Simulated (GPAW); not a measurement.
**A GW chain in GPAW: RbCaH3 (Pm-3m)**

How does a plane-wave GW calculation on RbCaH3 (Pm-3m) run from the first input to the gap?

Method: LDA and many-body steps on it, plane waves, in GPAW 26.7.0.

This is a report of a sequence of runs, with the program logs left out and the cost of each run kept.

### 1. The structure

Symmetry: Pm-3m, No. 221, cubic system. The conventional cell has a = 4.547 Å, b = 4.547 Å, c = 4.547 Å, α = 90.00°, β = 90.00°, γ = 90.00°. Rb has 12 H at 3.22 Å nearest. Nearest to Ca lie 6 H at 2.27 Å. Nearest to H lie 2 Ca at 2.27 Å and 8 H at 3.22 Å and 4 Rb at 3.22 Å. Farther neighbours, and contacts between anions beyond the nearest, are not listed.

The cell and positions come from the Crystallography Open Database and are kept as given unless a step says otherwise.

### 2. Ground state

This step: GPAW 26.7.0; DFT, LDA, plane waves, PAW.

The ground-state density comes first.

The input, run.py:

```python
import json
import numpy as np
from gpaw.mpi import world
from ase import Atoms
from gpaw import GPAW, PW, FermiDirac

atoms = Atoms(['Rb', 'Ca', 'H', 'H', 'H'],
    cell=[[4.5470000000, 0.0000000000, 0.0000000000],
      [0.0000000000, 4.5470000000, 0.0000000000],
      [0.0000000000, 0.0000000000, 4.5470000000]],
    scaled_positions=[[0.0000000000, 0.0000000000, 0.0000000000],
      [0.5000000000, 0.5000000000, 0.5000000000],
      [0.0000000000, 0.5000000000, 0.5000000000],
      [0.5000000000, 0.0000000000, 0.5000000000],
      [0.5000000000, 0.5000000000, 0.0000000000]],
    pbc=(True, True, True))
calc = GPAW(mode=PW(600),
    xc='LDA',
    kpts={'size': (6, 6, 6), 'gamma': True},
    occupations=FermiDirac(0.001),
    nbands=-8,
    convergence={'density': 1e-6, 'bands': -3},
    maxiter=100,
    txt='gs.txt')
atoms.calc = calc
res = {'energy': atoms.get_potential_energy()}
kpts = calc.get_ibz_k_points()
res['kpts'] = kpts
res['eigenvalues'] = [calc.get_eigenvalues(kpt=k) for k in range(len(kpts))]
res['n_electrons'] = calc.get_number_of_electrons()
calc.write('gs.gpw')

if world.rank == 0:
    with open('result.json', 'w') as f:
        json.dump(res, f, default=lambda x: x.tolist())
```

Launch:

```
mpirun -n 4 gpaw python run.py
```

Elapsed: 11 s, on 4 MPI ranks of Arm Neoverse V1, shared host; peak memory 0.7 GiB; 44 s of CPU time.

This step gave:

```yaml
total_energy: -15.90 eV
gap: 2.949 eV
k_of_the_valence_top: 0.5, 0.5, 0
k_of_the_conduction_bottom: 0.5, 0.5, 0
least_direct_gap: 2.949 eV
```

The gap is direct, at (0.500, 0.500, 0.000).

### 3. Empty states on the mesh, 4×4×4 mesh, 326 bands

The sums over transitions need many empty states on a uniform mesh; this step solves for them.

The input, run.py:

```python
import json
import numpy as np
from gpaw.mpi import world
from gpaw import GPAW

calc = GPAW('gs.gpw').fixed_density(kpts={'size': (4, 4, 4), 'gamma': True},
    parallel={'domain': 1, 'band': 1},
    txt='nscf.txt')
calc.diagonalize_full_hamiltonian(nbands=326)
calc.write('full.gpw', mode='all')
res = {}
kpts = calc.get_ibz_k_points()
res['kpts'] = kpts
res['eigenvalues'] = [calc.get_eigenvalues(kpt=k) for k in range(len(kpts))]
res['n_electrons'] = calc.get_number_of_electrons()

if world.rank == 0:
    with open('result.json', 'w') as f:
        json.dump(res, f, default=lambda x: x.tolist())
```

Launch:

```
mpirun -n 4 gpaw python run.py
```

Run time: 93 s. Hardware: 4 MPI ranks; peak memory 3.8 GiB; 6.2 min of CPU time.

Read from the output:

* gap: 2.949 eV
* k of the valence top: 0.5, 0.5, 0
* k of the conduction bottom: 0.5, 0.5, 0
* least direct gap: 2.949 eV
* k points computed: 10
* lowest point of the top converged band, above the valence top: 124.2785 eV

On this mesh the gap is 2.949 eV.

### 4. Screening and self-energy, 4×4×4 mesh, 147 bands, screening to 78 eV

Now the one-shot GW correction: screening in the RPA, then the self-energy of the levels asked for.

This step: G0W0 on LDA, plane waves, PAW.

The input, run.py:

```python
import json
import numpy as np
from gpaw.mpi import world
from gpaw.response.g0w0 import G0W0

gw = G0W0('full.gpw',
    filename='gw',
    kpts=[0, 7],
    bands=(9, 13),
    ecut=78,
    nbands=147,
    integrate_gamma='WS',
    ppa=True)
gw.calculate()
res = {mode: {k: v for k, v in r.items() if k != 'sigma_eskwn'}
       for mode, r in gw.all_results.items()}

if world.rank == 0:
    with open('result.json', 'w') as f:
        json.dump(res, f, default=lambda x: x.tolist())
```

Launch:

```
mpirun -n 4 gpaw python run.py
```

It took 71 s on 4 MPI ranks; peak memory 1.4 GiB.

Numbers from this step:

| Item | Value |
| --- | --- |
| G0W0 gap on the mesh | 5.673 eV |
| least direct G0W0 gap on the computed points | 5.673 eV |
| Z at the valence top | 0.7901 |
| Z at the conduction bottom | 0.8366 |
| starting gap on the mesh | 2.949 eV |
| k of the valence top | 0.5, 0.5, 0 |
| k of the conduction bottom | 0.5, 0.5, 0 |

The gap on the mesh goes from 2.95 eV to 5.67 eV, a correction of +2.72 eV.

Limits: finite bands, cutoff and mesh; no spin-orbit coupling. v1 is the top filled band, c1 the lowest empty one. The levels before and after the correction (eV, zero at the valence-band top of each column):

|  | conduction bottom | valence top |
| --- | --- | --- |
| Kohn-Sham | 2.95 | 0.00 |
| G0W0 | 5.67 | 0.00 |

|  | level | energy (eV) |
| --- | --- | --- |
| Kohn-Sham | (0.5 0.5 0) v2-v1 | 0.000 |
| Kohn-Sham | (0.5 0.5 0) c1 | 2.949 |
| Kohn-Sham | (0.5 0.5 0) c2 | 4.845 |
| G0W0 | (0.5 0.5 0) v2-v1 | 0.000 |
| G0W0 | (0.5 0.5 0) c1 | 5.673 |
| G0W0 | (0.5 0.5 0) c2 | 8.296 |

### 5. Where the time went

Times are wall times on 4 MPI ranks of Arm Neoverse V1, shared host, good to a factor of about two.

| step | time | share | memory (GiB) |
| --- | --- | --- | --- |
| ground state | 11 s | 6 % | 0.7 |
| empty states on the mesh | 93 s | 53 % | 3.8 |
| screening and self-energy | 71 s | 40 % | 1.4 |

### 6. Outcome

| Property | Result |
| --- | --- |
| LDA gap | 2.95 eV, direct |
| G0W0 gap on the mesh | 5.67 eV |
| GW settings | 4×4×4 mesh, 147 bands, screening to 78 eV, Godby-Needs plasmon pole |
| known limits | short of the basis limit; no spin-orbit coupling |

What this shows: G0W0 moves the gap on the mesh from 2.95 eV to 5.67 eV (+2.72 eV), with Z of 0.79 and 0.84 at the edges. Bands and cutoff are finite, so the gap stands short of the basis limit, usually by up to a few tenths of an eV; the mesh is an error of its own. This is the ideal cubic cell; many perovskites, halides above all, are cubic only on average, and local tilts or off-centring can widen the gap. The many-body steps are scalar-relativistic: spin-orbit coupling is not in them.

[Long decimals in the printed logs are rounded to 6 places.]

[Logs are printed without paths, hosts, clocks, repeated set-up lines and the standing remarks that a program may print on its own settings, such as how far it seeks lower states.]

[Paths, hosts, dates, memory and timing lines, banners, echoed tables and standing remarks are left out of the program output; an Ansatz launch command may be rebuilt from the run's recorded settings. Measured values are a selection of at most five: reports struck by readers or far from the other reports are left out. None is set beside runs whose start may be inverted or whose files or cutoffs have a known fault.]

[Runs of the session that timed out or met a known fault of the program may be left out.]

[Hosts, paths, dates, database ids (printed as entryN), source tags and the programs' standing remarks are cut or masked in the printed files.]

[Where the starting crystal was built by hand or by swapping elements, it need not be the compound's stable phase.]
